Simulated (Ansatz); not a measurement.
## Band gap of GaN (P6_3mc) from density functionals to GW

What gap does each level of theory give for GaN (P6_3mc), and in what time?

Program: Ansatz 0.2.0. Level of theory: density functionals, hybrids and G0W0, plane waves, PAW. Results are calculated unless marked as measured.

This is a report of a sequence of runs, with most program output left out.

The database entry behind the starting cell has ideal inner coordinates that were not refined, so it need not match the best structure at ambient conditions.

In doubt: masses and optical values from hybrid runs of this build are listed as unsure (step 10), which bears on the screening that GW takes from such a start.

### 1. The starting structure

The structure is hexagonal, space group P6_3mc (No. 186). Conventional cell: a = 3.190 Å, b = 3.190 Å, c = 5.189 Å, α = 90.00°, β = 90.00°, γ = 120.00°. Nearest to Ga lie 4 N at 1.95 Å. Nearest to N lie 4 Ga at 1.95 Å. Farther neighbours and most contacts between anions are not listed.

As a file:

```cif
data_structure
_symmetry_space_group_name_H-M 'P 1'
_symmetry_Int_Tables_number 1
_cell_length_a 3.1900
_cell_length_b 3.1900
_cell_length_c 5.1890
_cell_angle_alpha 90.000
_cell_angle_beta 90.000
_cell_angle_gamma 120.000
_cell_volume 45.73
loop_
_atom_site_label
_atom_site_type_symbol
_atom_site_fract_x
_atom_site_fract_y
_atom_site_fract_z
_atom_site_occupancy
Ga1 Ga 0.66667 0.33333 0.00000 1
Ga2 Ga 0.33333 0.66667 0.50000 1
N3 N 0.66667 0.33333 0.37500 1
N4 N 0.33333 0.66667 0.87500 1
```

The cell and positions come from the Crystallography Open Database and are kept as given unless a step says otherwise. The default PAW set here is soft_1. Its files were made with PBE; for other functionals the partial waves and projectors stay those of PBE.

### 2. LDA on the 12×12×4 mesh

This step: DFT, LDA, plane waves, PAW.

The input, input.yaml:

```yaml
crystal:
  lattice:
    - [3.19, 0.0, 0.0]
    - [-1.595, 2.7626210381, 0.0]
    - [0.0, 0.0, 5.189]
  atoms:
    - { symbol: Ga, position: [0.6666666667, 0.3333333333, 0.0] }
    - { symbol: Ga, position: [0.3333333333, 0.6666666667, 0.5] }
    - { symbol: "N", position: [0.6666666667, 0.3333333333, 0.375] }
    - { symbol: "N", position: [0.3333333333, 0.6666666667, 0.875] }
kpoints:
  mp_grid: { grid: [12, 12, 4] }
  band_path:
    path:
      - [0.0, 0.0, 0.0]
      - [0.5, 0.0, 0.0]
      - [0.33333333, 0.33333333, 0.0]
      - [0.0, 0.0, 0.5]
      - [0.5, 0.0, 0.5]
      - [0.33333333, 0.33333333, 0.5]
    npoints: 1
hamiltonian:
  xc: lda
  pseudopotentials: { kind: paw, azcp: { folder: "./paw" } }
scf:
  occupations: { method: fixed }
  n_extra_bands: 5
output:
  eigenvalues: true
```

On the command line:

```bash
ansatz run input.yaml --threads 3 --pin off --max-ram 92160MiB --backend cuda --events-out ev --progress --plain --runs-dir out --devices 1 --max-vram 13GiB
```

The job ended after 17 s (1 × NVIDIA H100 80GB HBM3 (shared by 6 runs) with 3 threads of AMD EPYC 7R13 (Zen 3), shared host; peak memory 0.87 GiB; 4.1 s of CPU time).

This step gave:

```
gap                  : 1.901 eV
valence top at       : Γ
conduction bottom at : Γ
least direct gap     : 1.901 eV
```

Over mesh and listed points the gap is 1.901 eV, direct, at k = Γ. The program's warnings for this run: pseudo functional mismatch.

### 3. PBE on the 12×12×4 mesh

Levels along a band path and on the mesh show where this functional puts the band edges.

This step: DFT, PBE, plane waves, PAW.

The input, input.yaml:

```yaml
crystal:
  lattice:
    - [3.19, 0.0, 0.0]
    - [-1.595, 2.7626210381, 0.0]
    - [0.0, 0.0, 5.189]
  atoms:
    - { symbol: Ga, position: [0.6666666667, 0.3333333333, 0.0] }
    - { symbol: Ga, position: [0.3333333333, 0.6666666667, 0.5] }
    - { symbol: "N", position: [0.6666666667, 0.3333333333, 0.375] }
    - { symbol: "N", position: [0.3333333333, 0.6666666667, 0.875] }
kpoints:
  mp_grid: { grid: [12, 12, 4] }
  band_path:
    path:
      - [[0.0, 0.0, 0.0], [0.5, 0.0, 0.0], [0.33333333, 0.33333333, 0.0], [0.0, 0.0, 0.0], [0.0, 0.0, 0.5], [0.5, 0.0, 0.5], [0.33333333, 0.33333333, 0.5], [0.0, 0.0, 0.5]]
      - [[0.5, 0.0, 0.5], [0.5, 0.0, 0.0]]
      - [[0.33333333, 0.33333333, 0.5], [0.33333333, 0.33333333, 0.0]]
    npoints: 10
hamiltonian:
  xc: pbe
  pseudopotentials: { kind: paw, azcp: { folder: "./paw" } }
scf:
  occupations: { method: fermi_dirac, width: 0.02 }
  n_extra_bands: 5
output:
  eigenvalues: true
  write_density: true
  write_potential: true
  elf: true
  volumetric_format: npy
```

The job ended after 19 s (1 × NVIDIA H100 80GB HBM3 (shared by 6 runs) with 3 threads; peak memory 0.92 GiB; 3.3 s of CPU time).

This step gave:

```yaml
filled_bands: 18
gap: 1.891 eV
valence_top_at: Γ
conduction_bottom_at: Γ
least_direct_gap: 1.891 eV
```

Over mesh and path the gap is 1.891 eV, direct, at k = Γ. PBE against LDA: 1.891 − 1.901 = −0.010 eV, with the same mesh, files and cutoff, and both edges at the same k points.

### 4. PBE+SOC on the 12×12×4 mesh

This run has two-component orbitals with spin-orbit coupling.

This step: DFT, PBE with spin-orbit coupling, plane waves, PAW.

The input, input.yaml:

```yaml
crystal:
  lattice:
    - [3.19, 0.0, 0.0]
    - [-1.595, 2.7626210381, 0.0]
    - [0.0, 0.0, 5.189]
  atoms:
    - { symbol: Ga, position: [0.6666666667, 0.3333333333, 0.0] }
    - { symbol: Ga, position: [0.3333333333, 0.6666666667, 0.5] }
    - { symbol: "N", position: [0.6666666667, 0.3333333333, 0.375] }
    - { symbol: "N", position: [0.3333333333, 0.6666666667, 0.875] }
kpoints:
  mp_grid: { grid: [12, 12, 4] }
  band_path:
    path:
      - [0.0, 0.0, 0.0]
      - [0.5, 0.0, 0.0]
      - [0.33333333, 0.33333333, 0.0]
      - [0.0, 0.0, 0.5]
      - [0.5, 0.0, 0.5]
      - [0.33333333, 0.33333333, 0.5]
    npoints: 1
hamiltonian:
  xc: pbe
  pseudopotentials: { kind: paw_fr, azcp: { folder: "./paw" } }
scf:
  occupations: { method: fixed }
  n_extra_bands: 10
magnetization:
  noncollinear: true
  spin_orbit: true
output:
  eigenvalues: true
```

Elapsed: 15 s, on 1 × NVIDIA H100 80GB HBM3 (shared by 6 runs) with 3 threads; peak memory 0.94 GiB.

This step gave:

```yaml
gap: 1.888 eV
valence_top_at: Γ
conduction_bottom_at: Γ
least_direct_gap: 1.888 eV
```

Over mesh and listed points the gap is 1.888 eV, direct, at k = Γ. PBE+SOC against PBE: 1.888 − 1.891 = −0.003 eV, with the same mesh, set of files (read in its fully relativistic form for the spin-orbit run) and cutoff, and both edges at the same k points. The spin-orbit run sees mesh and listed points alone, so its gap is an upper bound: the coupling can move an edge off these points, the more so as this crystal has no centre of inversion, and the change over the zone, its sign included where it is small, is not known.

### 5. r2SCAN on the 12×12×4 mesh

r2SCAN is a meta-GGA: it depends on the kinetic-energy density as well as on the density and its gradient.

This step: DFT, r2SCAN, plane waves, PAW.

input.yaml: that of step 4 with these lines changed.

```diff
@@ -22,11 +22,12 @@
 hamiltonian:
-  xc: pbe
-  pseudopotentials: { kind: paw_fr, azcp: { folder: "./paw" } }
+  xc: r2scan
+  pseudopotentials: { kind: paw, azcp: { folder: "./paw" } }
 scf:
   occupations: { method: fixed }
-  n_extra_bands: 10
-magnetization:
-  noncollinear: true
-  spin_orbit: true
+  n_extra_bands: 5
 output:
   eigenvalues: true
+  write_density: true
+  write_potential: true
+  elf: true
+  volumetric_format: npy
```

It took 15 s on 1 × NVIDIA H100 80GB HBM3 (shared by 6 runs) with 3 threads; peak memory 0.94 GiB; 4.5 s of CPU time.

This step gave:

| Item | Value |
| --- | --- |
| gap | 2.306 eV |
| valence top at | Γ |
| conduction bottom at | Γ |
| least direct gap | 2.306 eV |

Over mesh and listed points the gap is 2.306 eV, direct, at k = Γ. r2SCAN against PBE: 2.306 − 1.891 = +0.415 eV. The runs also differ in plane-wave cutoff (420 eV and 500 eV), so how much of this comes from the functional alone is not known.

### 6. HSE06 on the 6×6×4 mesh

HSE06 mixes in a quarter of exact exchange at short range.

This step: DFT, HSE06, plane waves, PAW.

input.yaml: that of step 5 with these lines changed.

```diff
@@ -11,3 +11,3 @@
 kpoints:
-  mp_grid: { grid: [12, 12, 4] }
+  mp_grid: { grid: [6, 6, 4] }
   band_path:
@@ -22,3 +22,3 @@
 hamiltonian:
-  xc: r2scan
+  xc: hse06
   pseudopotentials: { kind: paw, azcp: { folder: "./paw" } }
```

It took 35 s on 1 × NVIDIA H100 80GB HBM3 (shared by 6 runs) with 3 threads; peak memory 1.4 GiB.

This step gave:

* gap: 3.149 eV
* valence top at: Γ
* conduction bottom at: Γ
* least direct gap: 3.149 eV
* exact-exchange fraction: 0.25

Over mesh and listed points the gap is 3.149 eV, direct, at k = Γ. HSE06 against PBE: 3.149 − 1.891 = +1.258 eV. The runs also differ in mesh (12×12×4 and 6×6×4), so how much of this comes from the functional alone is not known.

### 7. PBE0 on the 6×6×4 mesh

PBE0 mixes in a quarter of exact exchange at all distances.

This step: DFT, PBE0, plane waves, PAW.

input.yaml: that of step 6 with these lines changed.

```diff
@@ -22,3 +22,3 @@
 hamiltonian:
-  xc: hse06
+  xc: pbe0
   pseudopotentials: { kind: paw, azcp: { folder: "./paw" } }
@@ -29,5 +29 @@
   eigenvalues: true
-  write_density: true
-  write_potential: true
-  elf: true
-  volumetric_format: npy
```

The job ended after 26 s (1 × NVIDIA H100 80GB HBM3 (shared by 6 runs) with 3 threads; peak memory 1.4 GiB; 21 s of CPU time).

Numbers from this step:

```yaml
gap: 3.840 eV
valence_top_at: Γ
conduction_bottom_at: Γ
least_direct_gap: 3.840 eV
exact_exchange_fraction: 0.25
```

Over mesh and listed points the gap is 3.840 eV, direct, at k = Γ. PBE0 against HSE06: 3.840 − 3.149 = +0.691 eV, with the same mesh, files and cutoff, and both edges at the same k points.

### 8. DDH-PBE0 on the 6×6×4 mesh

The input asks for a share of exact exchange of one over the crystal's ε∞, which the program works out first.

This step: DFT, dielectric-dependent PBE0 (fraction 1/eps_inf of PBE), plane waves, PAW.

input.yaml: that of step 7 with these lines changed.

```diff
@@ -10,2 +10,3 @@
     - { symbol: "N", position: [0.3333333333, 0.6666666667, 0.875] }
+  host: atoms
 kpoints:
@@ -22,3 +23,6 @@
 hamiltonian:
-  xc: pbe0
+  xc:
+    exchange: pbe
+    correlation: pbe
+    exx: { coeff: inverse_dielectric }
   pseudopotentials: { kind: paw, azcp: { folder: "./paw" } }
```

Elapsed: 76 s, on 1 × NVIDIA H100 80GB HBM3 (shared by 6 runs) with 3 threads; peak memory 2.2 GiB; 66 s of CPU time.

This step gave:

```
gap                     : 3.205 eV
valence top at          : Γ
conduction bottom at    : Γ
least direct gap        : 3.205 eV
exact-exchange fraction : 0.1712
```

Over mesh and listed points the gap is 3.205 eV, direct, at k = Γ. DDH-PBE0 against PBE0: 3.205 − 3.840 = −0.635 eV, with the same mesh, files and cutoff, and both edges at the same k points.

### 9. G0W0@PBE, 6×6×4 mesh, 293 empty bands, screening to 200 eV

G0W0 replaces the xc potential by a self-energy built once from the orbitals of the start. Levels are corrected in the window of bands that the input names, at points of the mesh.

This step: G0W0 on PBE, plane waves, PAW.

The input, input.yaml:

```yaml
crystal:
  lattice:
    - [3.19, 0.0, 0.0]
    - [-1.595, 2.7626210381, 0.0]
    - [0.0, 0.0, 5.189]
  atoms:
    - { symbol: Ga, position: [0.6666666667, 0.3333333333, 0.0] }
    - { symbol: Ga, position: [0.3333333333, 0.6666666667, 0.5] }
    - { symbol: "N", position: [0.6666666667, 0.3333333333, 0.375] }
    - { symbol: "N", position: [0.3333333333, 0.6666666667, 0.875] }
kpoints:
  mp_grid: { grid: [6, 6, 4] }
hamiltonian:
  xc: pbe
  pseudopotentials: { kind: paw, azcp: { folder: "./paw" } }
scf:
  occupations: { method: fixed }
gw:
  n_empty_bands: 293
  ecut_chi: 200.0
  qp_bands: [v2, c2]
  qp_kpoints: band_edges
  screening: { model: contour_deformation }
```

Elapsed: 37 s, on 1 × NVIDIA H100 80GB HBM3 (shared by 6 runs) with 3 threads; peak memory 1.5 GiB.

Numbers from this step:

```yaml
bands_summed: 311
rpa_eps_infinity_on_this_mesh_eigenvalues: 5.962, 5.997, 5.997
plane_waves_in_the_screening_matrix: 311
g0w0_gap_over_the_corrected_points: 3.048 eV
k_of_the_valence_top: 0, 0, 0
k_of_the_conduction_bottom: 0, 0, 0
starting_gap_on_the_mesh: 1.890 eV
z_at_the_valence_top: 0.7678
z_at_the_conduction_bottom: 0.8030
least_direct_g0w0_gap_over_the_corrected_points: 3.048 eV
```

Over 15 of 21 irreducible mesh points the G0W0 gap is 3.048 eV, direct, at k = Γ. The PBE gap of this run on the mesh is 1.890 eV. The two states that bound the G0W0 gap lie that far apart at the start, so the correction of the gap is 3.048 − 1.890 = +1.158 eV.

### 10. G0W0@HSE06, 6×6×4 mesh, 136 empty bands, screening to 120 eV

This step: G0W0 on HSE06, plane waves, PAW.

input.yaml: that of step 9 with these lines changed.

```diff
@@ -13,3 +13,3 @@
 hamiltonian:
-  xc: pbe
+  xc: hse06
   pseudopotentials: { kind: paw, azcp: { folder: "./paw" } }
@@ -18,4 +18,4 @@
 gw:
-  n_empty_bands: 293
-  ecut_chi: 200.0
+  n_empty_bands: 136
+  ecut_chi: 120
   qp_bands: [v2, c2]
```

Elapsed: 45 s, on 1 × NVIDIA H100 80GB HBM3 (shared by 6 runs) with 3 threads; peak memory 1.6 GiB; 29 s of CPU time.

Numbers from this step:

| Quantity | Value |
| --- | --- |
| bands summed | 154 |
| RPA ε∞ on this mesh (eigenvalues) | 4.545, 4.545, 4.562 |
| plane waves in the screening matrix | 135 |
| G0W0 gap over the corrected points | 3.607 eV |
| k of the valence top | 0, 0, 0 |
| k of the conduction bottom | 0, 0, 0 |
| starting gap on the mesh | 3.149 eV |
| Z at the valence top | 0.8024 |
| Z at the conduction bottom | 0.8336 |
| least direct G0W0 gap over the corrected points | 3.607 eV |

Over 15 of 21 irreducible mesh points the G0W0 gap is 3.607 eV, direct, at k = Γ. The HSE06 gap of this run on the mesh is 3.149 eV. The two states that bound the G0W0 gap lie that far apart at the start, so the correction of the gap is 3.607 − 3.149 = +0.458 eV. G0W0@HSE06 against G0W0@PBE with 154 bands (a further run, in the table below): 3.607 − 3.012 = +0.595 eV, with the same mesh, files and cutoffs, and both edges at the same k points.

### 11. G0W0@LDA, 6×6×4 mesh, 136 empty bands, screening to 120 eV

This step: G0W0 on LDA, plane waves, PAW.

input.yaml: that of step 10 with these lines changed.

```diff
@@ -13,3 +13,3 @@
 hamiltonian:
-  xc: hse06
+  xc: lda
   pseudopotentials: { kind: paw, azcp: { folder: "./paw" } }
```

The job ended after 26 s (1 × NVIDIA H100 80GB HBM3 (shared by 6 runs) with 3 threads; peak memory 1.2 GiB; 21 s of CPU time).

This step gave:

- bands summed: 154
- RPA ε∞ on this mesh (eigenvalues): 6.068, 6.137, 6.137
- plane waves in the screening matrix: 135
- G0W0 gap over the corrected points: 3.053 eV
- k of the valence top: 0, 0, 0
- k of the conduction bottom: 0, 0, 0
- starting gap on the mesh: 1.899 eV
- Z at the valence top: 0.7698
- Z at the conduction bottom: 0.8033
- least direct G0W0 gap over the corrected points: 3.053 eV

Over 15 of 21 irreducible mesh points the G0W0 gap is 3.053 eV, direct, at k = Γ. The LDA gap of this run on the mesh is 1.899 eV. The two states that bound the G0W0 gap lie that far apart at the start, so the correction of the gap is 3.053 − 1.899 = +1.154 eV. G0W0@LDA against G0W0@HSE06 with 154 bands: 3.053 − 3.607 = −0.554 eV, with the same mesh, files and cutoffs, and both edges at the same k points. The program's warnings for this run: pseudo functional mismatch.

(Part 1 of 2 ends here.)

[Paths, hosts, dates, memory and timing lines, banners, echoed tables and standing remarks are left out of the program output.]

[Logs are printed without paths, hosts, clocks, repeated set-up lines and the standing remarks that a program may print on its own settings, such as how far it seeks lower states.]

[Runs of the session that timed out or met a known fault of the program may be left out.]

[Cells called generated may have been cut or substituted from an entry of the Crystallography Open Database or the Materials Project.]

[Hosts, paths, dates, database ids (printed as entryN), source tags and the programs' standing remarks are cut or masked in the printed files.]

[Where an RPA ε∞ is given, it is that of the G0W0 mesh and is not shown converged in it. Names of k-points follow the symmetry that the program found, which can be lower than the space group named. Band edges on a path are those of the sampled points; other points can move an edge, and change direct to indirect where valleys lie close.]

[Hybrid gaps are those of their k-mesh and are not shown converged in it.]
